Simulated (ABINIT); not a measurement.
## ZnWO4 (P2/c): G0W0 with ABINIT, start to end

Aim: the G0W0 gap of ZnWO4 (P2/c) on PBEsol with spin-orbit coupling, step by step.

Method: PBEsol and many-body steps on it, plane waves, in ABINIT 10.8.3.

**What was measured.**

- Gap 3.9 eV: direct gap from absorption edge with Urbach fit (lower value of the range); optical absorption; 300 K; bulk crystal (thin cleaved platelet of Czochralski crystal, 10-30 um thick) (“Optical absorption of divalent metal tungstates: Correlation between the band-gap energy and the cation ionic radius”, 2008, arxiv:0807.2115).

Report form: the programs' logs are mostly left out.

## 1. The structure

Symmetry: P2/c, No. 13, monoclinic system. The conventional cell has a = 4.699 Å, b = 5.729 Å, c = 4.937 Å, α = 90.00°, β = 90.61°, γ = 90.00°. Nearest to Zn lie 6 O at 2.03 to 2.23 Å. Nearest to W lie 6 O at 1.80 to 2.14 Å. Nearest to O lie 2 W at 1.92 to 2.14 Å and 1 Zn at 2.03 Å. Nearest to O lie 1 W at 1.80 Å and 2 Zn at 2.09 to 2.23 Å. Farther neighbours and most contacts between anions are not listed.

The cell and positions come from the Crystallography Open Database and are kept as given unless a step says otherwise.

## 2. Ground state

This step: ABINIT 10.8.3; DFT, PBEsol with spin-orbit coupling, plane waves, norm-conserving pseudopotentials.

The ground-state density comes first.

Input file run.abi:

```
acell 3*1.0 Angstrom
rprim 
  4.698600000000 0.000000000000 0.000000000000
  0.000000000000 5.729300000000 0.000000000000
  -0.052988409000 0.000000000000 4.936415614400
ntypat 3
znucl 30 74 8
natom 12
typat 1 1 2 2 3 3 3 3 3 3 3 3
xred 
  0.500000000000 0.684000000000 0.250000000000
  0.500000000000 0.316000000000 0.750000000000
  0.000000000000 0.182580000000 0.250000000000
  0.000000000000 0.817420000000 0.750000000000
  0.216900000000 0.105100000000 0.936300000000
  0.783100000000 0.105100000000 0.563700000000
  0.783100000000 0.894900000000 0.063700000000
  0.216900000000 0.894900000000 0.436300000000
  0.256500000000 0.377700000000 0.399600000000
  0.743500000000 0.377700000000 0.100400000000
  0.743500000000 0.622300000000 0.600400000000
  0.256500000000 0.622300000000 0.899600000000
pp_dirpath "pseudos"
pseudos "Zn.upf, W.upf, O.upf"
ecut 38
nspinor 2
ngkpt 4 4 4
nshiftk 1
shiftk 0 0 0
kptopt 1
chksymbreak 0
nband 136
occopt 1
tolvrs 1e-08
nstep 60
prtwf 0
optforces 0
optstress 0
indata_prefix "in"
outdata_prefix "out"
tmpdata_prefix "tmp"
```

Command:

```bash
> OMP_NUM_THREADS=1 mpirun -n 16 abinit run.abi > log
```

The job ended after 18 min (16 MPI ranks of Arm Neoverse V1, shared host; peak memory 3.1 GiB).

Numbers from this step:

* total energy: -19098.0156 eV
* gap: 2.914 eV
* k of the valence top: 0, 0.25, 0.25
* k of the conduction bottom: 0, 0.5, 0
* least direct gap: 2.922 eV

The gap is indirect, with the least direct gap 0.008 eV higher.

## 3. Bands along the symmetry lines

The cheap functional maps the bands first; the places of the edges decide which points the dearer methods must see.

run.abi: that of step 2 with these lines changed.

```diff
@@ -26,14 +26,55 @@
 nspinor 2
-ngkpt 4 4 4
-nshiftk 1
-shiftk 0 0 0
-kptopt 1
-chksymbreak 0
-nband 136
-occopt 1
-tolvrs 1e-08
-nstep 60
+iscf -2
+irdden 1
+kptopt 0
+nkpt 41
+kpt 
+  0.00000000 0.00000000 0.00000000
+  0.00000000 0.12500000 0.00000000
+  0.00000000 0.25000000 0.00000000
+  0.00000000 0.37500000 0.00000000
+  0.00000000 0.50000000 0.00000000
+  0.00000000 0.50000000 0.12500000
+  0.00000000 0.50000000 0.25000000
+  0.00000000 0.50000000 0.37500000
+  0.00000000 0.50000000 0.50000000
+  0.00000000 0.37500000 0.50000000
+  0.00000000 0.25000000 0.50000000
+  0.00000000 0.12500000 0.50000000
+  0.00000000 0.00000000 0.50000000
+  0.00000000 0.00000000 0.37500000
+  0.00000000 0.00000000 0.25000000
+  0.00000000 0.00000000 0.12500000
+  0.00000000 0.00000000 0.00000000
+  -0.12500000 0.00000000 0.12500000
+  -0.25000000 0.00000000 0.25000000
+  -0.37500000 0.00000000 0.37500000
+  -0.50000000 0.00000000 0.50000000
+  -0.50000000 0.12500000 0.50000000
+  -0.50000000 0.25000000 0.50000000
+  -0.50000000 0.37500000 0.50000000
+  -0.50000000 0.50000000 0.50000000
+  -0.37500000 0.50000000 0.37500000
+  -0.25000000 0.50000000 0.25000000
+  -0.12500000 0.50000000 0.12500000
+  0.00000000 0.50000000 0.00000000
+  -0.12500000 0.50000000 0.00000000
+  -0.25000000 0.50000000 0.00000000
+  -0.37500000 0.50000000 0.00000000
+  -0.50000000 0.50000000 0.00000000
+  -0.50000000 0.37500000 0.00000000
+  -0.50000000 0.25000000 0.00000000
+  -0.50000000 0.12500000 0.00000000
+  -0.50000000 0.00000000 0.00000000
+  -0.37500000 0.00000000 0.00000000
+  -0.25000000 0.00000000 0.00000000
+  -0.12500000 0.00000000 0.00000000
+  0.00000000 0.00000000 0.00000000
+istwfk *1
+nband 132
+nbdbuf 6
+tolwfr 1e-08
+nstep 40
 prtwf 0
-optforces 0
-optstress 0
+prtvol 0
 indata_prefix "in"
```

Run time: 12 min. Hardware: 16 MPI ranks; peak memory 3 GiB.

This step gave:

* gap: 2.922 eV
* k of the valence top: 0, 0.5, 0
* k of the conduction bottom: 0, 0.5, 0
* least direct gap: 2.922 eV

The gap is 2.922 eV, +0.008 eV from the run before at this level.

Electronic bands along the path, in eV, zero at the top of the highest filled band:

```csv
point,band 113,band 114,band 115,band 116,band 117,band 118,band 119,band 120
Γ,-0.27,-0.27,-0.25,-0.25,3.35,3.35,3.72,3.72
halfway,-0.39,-0.39,-0.09,-0.09,3.15,3.15,3.58,3.58
Z,-0.48,-0.48,0.00,0.00,2.92,2.92,3.79,3.79
halfway,-0.28,-0.28,-0.18,-0.18,3.08,3.08,3.79,3.79
D,-0.26,-0.26,-0.26,-0.26,3.37,3.37,3.37,3.37
halfway,-0.16,-0.16,-0.14,-0.14,3.37,3.37,3.38,3.38
B,-0.10,-0.10,-0.10,-0.10,3.39,3.39,3.39,3.39
halfway,-0.23,-0.23,-0.02,-0.02,3.41,3.41,3.53,3.53
Γ,-0.27,-0.27,-0.25,-0.25,3.35,3.35,3.72,3.72
halfway,-0.31,-0.31,-0.01,-0.01,3.31,3.31,3.52,3.52
A,-0.20,-0.20,-0.20,-0.20,3.63,3.63,3.63,3.63
halfway,-0.26,-0.26,-0.25,-0.25,3.61,3.61,3.65,3.65
E,-0.33,-0.33,-0.33,-0.33,3.59,3.59,3.59,3.59
halfway,-0.29,-0.29,-0.27,-0.27,3.13,3.13,3.65,3.65
Z,-0.48,-0.48,0.00,0.00,2.92,2.92,3.79,3.79
halfway,-0.32,-0.32,-0.27,-0.27,3.16,3.16,3.74,3.74
C2,-0.43,-0.43,-0.24,-0.24,3.43,3.43,3.68,3.68
halfway,-0.41,-0.41,-0.16,-0.16,3.47,3.47,3.62,3.62
Y2,-0.18,-0.18,-0.14,-0.14,3.51,3.51,3.60,3.60
halfway,-0.22,-0.22,-0.18,-0.18,3.45,3.45,3.67,3.67
Γ,-0.27,-0.27,-0.25,-0.25,3.35,3.35,3.72,3.72
```

## 4. Empty states on the mesh, 2×2×2 mesh, 270 bands

The sums over transitions need many empty states on a uniform mesh; this step solves for them.

Input file run.abi:

```
acell 3*1.0 Angstrom
rprim 
  4.698600000000 0.000000000000 0.000000000000
  0.000000000000 5.729300000000 0.000000000000
  -0.052988409000 0.000000000000 4.936415614400
ntypat 3
znucl 30 74 8
natom 12
typat 1 1 2 2 3 3 3 3 3 3 3 3
xred 
  0.500000000000 0.684000000000 0.250000000000
  0.500000000000 0.316000000000 0.750000000000
  0.000000000000 0.182580000000 0.250000000000
  0.000000000000 0.817420000000 0.750000000000
  0.216900000000 0.105100000000 0.936300000000
  0.783100000000 0.105100000000 0.563700000000
  0.783100000000 0.894900000000 0.063700000000
  0.216900000000 0.894900000000 0.436300000000
  0.256500000000 0.377700000000 0.399600000000
  0.743500000000 0.377700000000 0.100400000000
  0.743500000000 0.622300000000 0.600400000000
  0.256500000000 0.622300000000 0.899600000000
pp_dirpath "pseudos"
pseudos "Zn.upf, W.upf, O.upf"
ecut 38
nspinor 2
ngkpt 2 2 2
nshiftk 1
shiftk 0 0 0
kptopt 1
chksymbreak 0
iscf -2
irdden 1
istwfk *1
nband 270
nbdbuf 24
tolwfr 1e-09
nstep 60
prtvol 0
indata_prefix "in"
outdata_prefix "out"
tmpdata_prefix "tmp"
```

Command:

```bash
> OMP_NUM_THREADS=2 mpirun -n 8 abinit run.abi > log
```

Wall time 6.7 min (8 MPI ranks); peak memory 1.4 GiB; 73 min of CPU time.

This step gave:

```
gap                                                           : 2.922 eV
k of the valence top                                          : 0, 0.5, 0
k of the conduction bottom                                    : 0, 0.5, 0
least direct gap                                              : 2.922 eV
k points computed                                             : 8
lowest point of the top converged band, above the valence top : 31.92 eV
```

On this mesh the gap is 2.922 eV.

## 5. Screening, 2×2×2 mesh, 246 bands, screening to 98 eV

The RPA dielectric matrix is built and inverted for each q.

This step: RPA screening on PBEsol with spin-orbit coupling, plane waves, norm-conserving pseudopotentials.

run.abi: that of step 4 with these lines changed.

```diff
@@ -31,10 +31,11 @@
 chksymbreak 0
-iscf -2
-irdden 1
 istwfk *1
-nband 270
-nbdbuf 24
-tolwfr 1e-09
-nstep 60
-prtvol 0
+occopt 1
+irdwfk 1
+optdriver 3
+nband 246
+ecuteps 3.6
+inclvkb 0
+awtr 1
+symchi 1
 indata_prefix "in"
@@ -42 +43,2 @@
 tmpdata_prefix "tmp"
+gwmem 10
```

Command:

```bash
> OMP_NUM_THREADS=1 mpirun -n 16 abinit run.abi > log
```

Elapsed: 3.8 min, on 16 MPI ranks; peak memory 6 GiB; 61 min of CPU time.

This step gave:

| Item | Value |
| --- | --- |
| ε∞ with local fields, on this mesh, along the program's q direction | 6.632 |
| the same without local fields | 7.328 |
| plasma frequency | 34.69 eV |
| plane waves in the screening matrix | 281 |

Local fields lower ε∞ by 9 %. On a Γ-centred mesh this coarse the value itself is usually too large, while a short band sum pulls it down.

## 6. Self-energy, 2×2×2 mesh, 246 bands, screening to 98 eV

The self-energy is evaluated for the states that the input lists, and the levels follow from it, in one-shot runs by the linearised quasiparticle equation.

This step: G0W0 on PBEsol with spin-orbit coupling, plane waves, norm-conserving pseudopotentials.

run.abi: that of step 5 with these lines changed.

```diff
@@ -34,8 +34,17 @@
 irdwfk 1
-optdriver 3
+optdriver 4
 nband 246
+gwcalctyp 0
+ecutsigx 38
+symsigma 0
+nkptgw 2
+kptgw 
+  0.0000000000 0.5000000000 0.0000000000
+  0.0000000000 0.0000000000 0.0000000000
+bdgw 
+  113 120
+  113 120
 ecuteps 3.6
-inclvkb 0
-awtr 1
-symchi 1
+irdscr 1
+ppmodel 1
 indata_prefix "in"
```

It took 41 s on 16 MPI ranks; peak memory 3.5 GiB; 11 min of CPU time.

Numbers from this step:

```yaml
g0w0_gap_on_the_points_computed: 4.798 eV
starting_gap_on_the_mesh: 2.922 eV
k_of_the_valence_top: 0, 0.5, 0
k_of_the_conduction_bottom: 0, 0.5, 0
z_at_the_valence_top: 0.785
z_at_the_conduction_bottom: 0.826
least_direct_g0w0_gap_on_the_computed_points: 4.798 eV
```

The gap on the mesh goes from 2.92 eV to 4.80 eV, a correction of +1.88 eV.

Limits: finite bands, cutoff and mesh; screening head approximate; d shell near the gap, gap tends to lie low; coarse k mesh. v1 is the top filled band, c1 the lowest empty one. The levels before and after the correction (eV, zero at the valence-band top of each column):

```csv
,conduction bottom,valence top
Kohn-Sham,2.92,0.00
G0W0,4.80,0.00
```

```csv
,level,energy (eV)
Kohn-Sham,(0 0.5 0) v4-v3,-0.481
Kohn-Sham,(0 0.5 0) v2-v1,0.000
Kohn-Sham,(0 0.5 0) c1-c2,2.922
Kohn-Sham,(0 0.5 0) c3-c4,3.788
G0W0,(0 0.5 0) v4-v3,-0.620
G0W0,(0 0.5 0) v2-v1,0.000
G0W0,(0 0.5 0) c1-c2,4.798
G0W0,(0 0.5 0) c3-c4,5.859
```

## 7. Where the time went

Times are wall times on the hardware named with each run, good to a factor of about two.

```csv
step,time,share,memory (GiB)
ground state,18 min,45 %,3.1
bands along the symmetry lines,12 min,28 %,3.0
empty states on the mesh,6.7 min,16 %,1.4
screening,3.8 min,9 %,6.0
self-energy,41 s,2 %,3.5
```

## 8. What came out

```
PBEsol gap           : 2.91 eV, indirect (only 8 meV under the direct gap)
G0W0 gap on the mesh : 4.80 eV
GW settings          : 2×2×2 mesh, 246 bands, screening to 98 eV, Godby-Needs plasmon pole
known limits         : not at the basis limit; screening head approximate; d shell near the gap, gap tends to lie low; coarse k mesh
```

G0W0 moves the gap on the mesh from 2.92 eV to 4.80 eV (+1.88 eV), with Z of 0.79 and 0.83 at the edges. Local fields lower the RPA ε∞ on this mesh from 7.33 to 6.63; a Γ-centred mesh this coarse tends to raise both, most where the direct gap is narrow, while a short band sum lowers them. Only 2 of the mesh's irreducible points were corrected, so a valley elsewhere could overtake. The dearest step here is «ground state». Against experiment, by G0W0@PBEsol: the direct gap of 4.80 eV lies +0.90 eV from the measured 3.9 eV (direct, 300 K, 2008). An exciton line or allowed optical edge lies below the quasiparticle gap by the binding energy; a forbidden edge can push the onset above it. The calculation has static nuclei and no excitons; a measured gap holds zero-point and thermal motion, which mostly lowers it. A miss this large is more than these effects usually give: tightly bound excitons can cover part of it, absorption edges can read low, one-shot GW can overshoot, and the runs shown don't tell these apart. Bands and cutoff are finite, so the gap is not at the basis limit. The miss can reach some tenths of an eV and take either sign; the mesh is an error of its own. In the G0W0 run levels were corrected at 2 k points alone, so a gap called «on the mesh» is the least over those, and an edge elsewhere would be missed. The 2×2×2 mesh is coarse for this cell, which bears on the long-range parts of exchange and screening. The long-wavelength limit of the screening leaves out the non-local commutator, which shifts ε∞. A d shell, filled or nearly so, lies near the gap. One-shot GW converges very slowly in bands there, not always from below, and on a semilocal start the gap tends to come out low; starts rich in exact exchange can overshoot instead.

[Paths, hosts, dates, memory and timing lines, banners, echoed tables and standing remarks are left out of the program output.]

[Logs are printed without paths, hosts, clocks, repeated set-up lines and the standing remarks that a program may print on its own settings, such as how far it seeks lower states.]

[Runs of the session that timed out or met a known fault of the program may be left out.]

[Hosts, paths, dates, database ids (printed as entryN), source tags and the programs' standing remarks are cut or masked in the printed files.]

[G0W0 gaps are taken among the corrected bands and points alone; a level outside them can change the order at an edge.]

[Where Ansatz stands beside ABINIT at settings called matched, ABINIT's density can come from a denser mesh and the files from another edition; pairs whose starting gaps differed by over 0.03 eV were left out, so agreement reads better than it is.]
